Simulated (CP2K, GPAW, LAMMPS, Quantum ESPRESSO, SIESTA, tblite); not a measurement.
# Glassy 29TiO2-71Al2O3 (mol %) (137 atoms), the geometry as built

Calculated values (tblite 0.8.0, GFN1-xTB tight binding, diagonalisation; levels smeared at 580 K; periodic xTB differs between programs; its forces lie 65 % r.m.s. from those of plane-wave PBE on this cell; Γ point; density 3.38 g/cm³) for the geometry as built.

Cell vectors (Å):

```
11.336 0.000 0.000
0.000 11.336 0.000
0.000 0.000 11.336
```

Positions (Å):

```
1 Ti 5.131 9.996 0.775
2 Ti 2.705 4.808 4.213
3 Ti 9.477 10.666 7.116
4 Ti 10.387 2.559 3.754
5 Ti 7.960 2.528 7.174
6 Ti 3.167 1.215 4.438
7 Ti 1.127 1.878 9.956
8 Ti 2.149 2.684 1.955
9 Ti 5.827 5.850 2.837
10 Al 0.326 5.033 9.981
11 Al 4.773 10.757 9.240
12 Al 8.066 2.978 1.081
13 Al 9.579 2.502 9.601
14 Al 7.675 8.138 8.044
15 Al 8.078 11.047 1.105
16 Al 1.702 5.470 6.913
17 Al 2.163 1.846 7.285
18 Al 8.905 11.008 4.195
19 Al 3.337 4.189 9.066
20 Al 7.413 8.805 2.727
21 Al 0.585 0.425 3.081
22 Al 10.790 11.027 11.128
23 Al 9.475 5.717 7.868
24 Al 5.126 7.837 9.263
25 Al 1.939 7.384 9.049
26 Al 0.376 5.709 2.026
27 Al 6.562 1.536 10.094
28 Al 10.913 7.471 11.263
29 Al 1.597 10.375 7.809
30 Al 3.907 6.371 11.210
31 Al 2.097 9.856 4.617
32 Al 4.814 3.880 0.459
33 Al 9.091 7.928 5.313
34 Al 5.078 1.287 7.153
35 Al 6.612 5.219 8.755
36 Al 7.441 2.600 3.728
37 Al 4.545 9.895 6.805
38 Al 4.578 8.828 4.025
39 Al 7.891 10.063 9.946
40 Al 2.108 9.899 10.786
41 Al 2.734 8.211 2.101
42 Al 6.093 11.331 4.538
43 Al 11.051 3.603 6.890
44 Al 8.969 5.218 10.970
45 Al 0.491 8.345 6.684
46 Al 7.273 7.237 0.039
47 Al 5.136 1.788 2.109
48 Al 0.289 9.352 1.877
49 Al 8.692 6.067 2.721
50 Al 7.677 5.019 5.461
51 Al 10.776 5.692 4.966
52 Al 4.958 4.308 6.640
53 Al 5.858 7.248 5.795
54 O 7.400 5.284 3.707
55 O 2.347 0.837 2.593
56 O 5.890 2.838 10.916
57 O 5.255 5.339 1.246
58 O 10.579 3.589 5.187
59 O 2.913 2.531 8.877
60 O 3.913 9.987 10.637
61 O 8.638 0.843 6.651
62 O 10.558 1.130 10.062
63 O 0.741 6.899 10.091
64 O 3.341 4.819 6.264
65 O 8.641 7.738 3.639
66 O 8.957 2.801 2.855
67 O 5.611 7.325 3.972
68 O 7.454 8.380 9.865
69 O 7.714 1.316 0.819
70 O 1.818 4.868 2.546
71 O 7.440 8.000 6.187
72 O 3.635 7.095 9.441
73 O 0.172 3.341 9.541
74 O 4.401 9.113 2.195
75 O 11.070 9.801 7.575
76 O 9.070 5.902 5.655
77 O 7.128 7.153 1.811
78 O 1.742 9.529 6.170
79 O 8.221 10.073 8.230
80 O 5.048 4.447 8.406
81 O 4.624 8.494 5.947
82 O 3.676 10.477 4.632
83 O 7.129 5.714 10.361
84 O 1.982 9.414 1.097
85 O 1.888 5.024 8.697
86 O 1.251 5.535 5.032
87 O 1.434 0.206 10.465
88 O 3.665 4.779 10.697
89 O 5.389 7.705 11.102
90 O 11.135 11.196 1.485
91 O 4.903 1.129 3.834
92 O 1.871 9.249 9.172
93 O 1.160 0.691 7.940
94 O 6.386 10.981 10.430
95 O 3.532 1.712 6.283
96 O 10.855 7.589 5.492
97 O 6.053 5.442 6.022
98 O 6.141 6.962 8.173
99 O 0.479 2.466 2.725
100 O 9.150 7.362 7.999
101 O 9.045 3.367 10.941
102 O 7.892 4.610 7.730
103 O 11.155 5.284 0.422
104 O 0.196 7.555 1.815
105 O 4.390 5.130 3.758
106 O 10.303 0.751 3.931
107 O 9.280 7.002 0.052
108 O 11.159 9.274 11.206
109 O 3.476 10.852 7.768
110 O 6.068 2.649 6.768
111 O 5.012 0.281 1.359
112 O 8.674 10.367 2.614
113 O 7.442 0.882 4.133
114 O 1.289 3.146 6.789
115 O 6.422 9.731 4.002
116 O 9.861 5.287 9.439
117 O 1.612 7.201 7.377
118 O 8.995 10.626 11.058
119 O 1.680 2.599 0.175
120 O 10.399 5.538 3.206
121 O 5.645 11.255 6.215
122 O 9.273 9.906 5.459
123 O 2.748 3.011 4.091
124 O 6.467 2.922 2.387
125 O 2.821 6.976 1.036
126 O 9.774 2.837 7.653
127 O 3.950 2.853 1.541
128 O 11.084 5.269 7.117
129 O 5.375 0.998 8.706
130 O 8.336 4.917 1.286
131 O 7.833 1.931 9.017
132 O 5.392 9.371 8.423
133 O 1.592 0.525 4.854
134 O 7.894 3.322 5.264
135 O 6.896 9.629 1.182
136 O 0.753 9.973 3.381
137 O 2.783 8.211 3.778
```

**Question.** What force acts on each atom, and what charge does it carry?

Columns: atom, q, fx, fy, fz (forces in eV/Å, q the Mulliken charge in e).

```
1 0.63 0.529 -0.284 0.332
2 0.64 0.649 -1.643 -0.629
3 0.65 -0.766 -0.353 -0.617
4 0.59 0.851 -0.168 0.086
5 0.71 0.351 0.108 0.079
6 0.62 -1.014 -0.338 0.266
7 0.64 0.630 -0.123 0.244
8 0.66 -0.609 -0.570 -0.001
9 0.66 0.267 0.232 1.341
10 0.56 0.006 -0.048 0.188
11 0.55 -0.506 0.328 1.388
12 0.54 0.258 1.408 1.421
13 0.50 0.944 -0.647 -2.404
14 0.56 -1.119 0.901 -0.099
15 0.55 -0.704 -1.000 0.887
16 0.55 -0.128 -1.167 -0.794
17 0.53 1.180 0.117 0.574
18 0.50 0.046 2.021 0.197
19 0.53 0.805 -0.551 0.407
20 0.54 -0.347 0.157 0.358
21 0.52 1.101 1.324 0.178
22 0.53 0.463 0.699 -0.964
23 0.57 -0.505 -0.773 -1.812
24 0.56 1.188 1.248 1.112
25 0.54 1.431 1.262 -0.161
26 0.50 0.746 -0.126 -0.137
27 0.53 -0.454 -1.779 -0.151
28 0.55 0.432 1.018 1.038
29 0.55 0.344 0.235 0.109
30 0.54 1.460 2.099 0.932
31 0.56 -0.752 0.545 -2.678
32 0.52 -0.252 0.126 -0.514
33 0.53 -0.532 0.416 0.818
34 0.54 -1.149 0.756 -3.387
35 0.53 -0.346 0.916 -0.013
36 0.53 1.022 0.076 1.534
37 0.56 0.466 1.588 0.305
38 0.57 -0.026 0.749 -0.622
39 0.54 -1.705 -0.115 -0.635
40 0.55 0.185 1.253 -0.118
41 0.55 1.056 1.195 -0.167
42 0.55 -2.102 -0.249 0.221
43 0.56 -0.853 -1.455 -0.857
44 0.58 -0.204 0.332 0.197
45 0.51 -0.479 1.004 -0.017
46 0.56 -0.647 0.701 -0.961
47 0.52 -0.311 -1.109 1.754
48 0.56 -0.120 -0.159 -1.946
49 0.53 -0.739 -0.159 -0.518
50 0.55 -1.154 -0.902 -0.168
51 0.55 0.539 -0.889 0.539
52 0.51 -0.374 -1.710 0.060
53 0.54 0.592 -0.489 -0.102
54 -0.37 -1.461 0.016 -1.177
55 -0.36 0.621 1.394 -1.203
56 -0.35 -0.228 1.131 0.279
57 -0.36 0.500 0.962 0.975
58 -0.37 -0.270 -0.713 -2.310
59 -0.37 -0.597 -1.306 0.798
60 -0.36 0.591 0.800 0.763
61 -0.40 0.431 -0.201 0.531
62 -0.34 0.245 -0.302 -0.066
63 -0.32 -0.974 -0.505 0.418
64 -0.35 -0.053 0.490 -0.635
65 -0.33 0.592 0.428 -0.717
66 -0.35 1.203 0.300 -0.948
67 -0.37 0.302 -1.077 -0.884
68 -0.35 0.675 0.100 1.239
69 -0.35 -0.196 0.034 -0.528
70 -0.37 0.622 -0.583 0.074
71 -0.35 -0.123 0.733 -0.461
72 -0.35 -2.141 -0.799 -0.346
73 -0.37 0.173 -1.504 0.079
74 -0.37 1.024 0.548 -1.865
75 -0.38 -2.006 0.228 0.052
76 -0.35 0.941 0.908 0.376
77 -0.34 -0.406 -0.398 0.507
78 -0.33 -0.683 -1.127 2.291
79 -0.34 1.038 0.256 -1.635
80 -0.33 -0.656 -0.214 0.675
81 -0.32 -0.549 -2.395 -0.394
82 -0.38 1.550 0.932 -0.106
83 -0.36 0.580 -1.370 0.303
84 -0.34 -0.133 1.182 0.465
85 -0.35 -0.236 1.191 0.041
86 -0.36 0.828 0.174 -0.097
87 -0.38 0.299 -0.066 0.771
88 -0.31 -0.312 -2.115 0.423
89 -0.38 -0.429 -0.015 0.358
90 -0.35 -0.304 1.018 0.472
91 -0.36 -0.596 1.304 -0.325
92 -0.34 -0.414 -1.252 -0.298
93 -0.35 -2.015 0.133 0.669
94 -0.37 0.075 0.222 0.054
95 -0.34 1.471 -0.069 -1.298
96 -0.32 0.038 0.466 -0.927
97 -0.31 0.116 1.190 -0.642
98 -0.36 0.429 -1.369 -0.986
99 -0.37 -0.847 0.670 0.150
100 -0.40 2.016 0.758 0.020
101 -0.31 -0.308 -0.089 0.893
102 -0.37 0.270 -0.698 -0.351
103 -0.36 0.333 -1.328 -0.024
104 -0.35 -0.244 -0.367 0.111
105 -0.40 -0.316 0.199 -0.479
106 -0.33 -0.046 0.957 1.031
107 -0.37 -1.472 1.083 0.437
108 -0.37 -0.277 -0.933 -1.019
109 -0.37 -1.060 0.052 0.563
110 -0.37 0.492 1.108 -0.315
111 -0.36 0.116 -1.233 -1.157
112 -0.34 1.174 -1.136 0.039
113 -0.32 2.485 0.203 -0.067
114 -0.36 0.372 0.990 -0.992
115 -0.35 -0.331 -1.014 -0.284
116 -0.36 1.182 -0.450 1.267
117 -0.32 0.247 0.165 -1.089
118 -0.32 1.565 -0.094 -0.107
119 -0.38 0.055 -0.149 1.296
120 -0.30 -0.588 -0.051 0.090
121 -0.34 1.064 -0.997 0.516
122 -0.33 0.171 -0.755 1.094
123 -0.39 0.087 0.264 -0.278
124 -0.32 -0.999 0.889 -0.814
125 -0.36 0.020 -2.426 -1.275
126 -0.36 -1.655 -0.887 1.220
127 -0.32 -2.342 0.446 0.329
128 -0.35 -0.161 2.128 0.274
129 -0.33 0.000 0.507 3.389
130 -0.35 -0.038 -0.570 1.052
131 -0.36 0.900 0.363 -0.916
132 -0.36 0.729 -0.477 -1.021
133 -0.39 0.002 0.833 0.458
134 -0.36 0.350 -1.149 1.133
135 -0.37 -1.158 0.103 -0.804
136 -0.32 -0.087 -0.654 2.566
137 -0.36 -0.908 -1.031 2.207
```

The quench rate of 300 K/ps is many orders above laboratory rates, so the cell is likely richer in defects and strain than a real sample. The network of bonds at the start is that of the classical potential that made the cell, and needn't be the one that DFT or experiment would give. Only the Γ point is sampled, in a cell whose shortest periodic width is 11 Å.

The r.m.s. force component is 0.922 eV/Å; the longest force, 3.66 eV/Å, acts on Al34.

[Logs are printed without paths, hosts, clocks, repeated set-up lines and the standing remarks that a program may print on its own settings, such as how far it seeks lower states.]

[Hosts, paths, dates, database ids (printed as entryN), source tags and the programs' standing remarks are cut or masked in the printed files.]
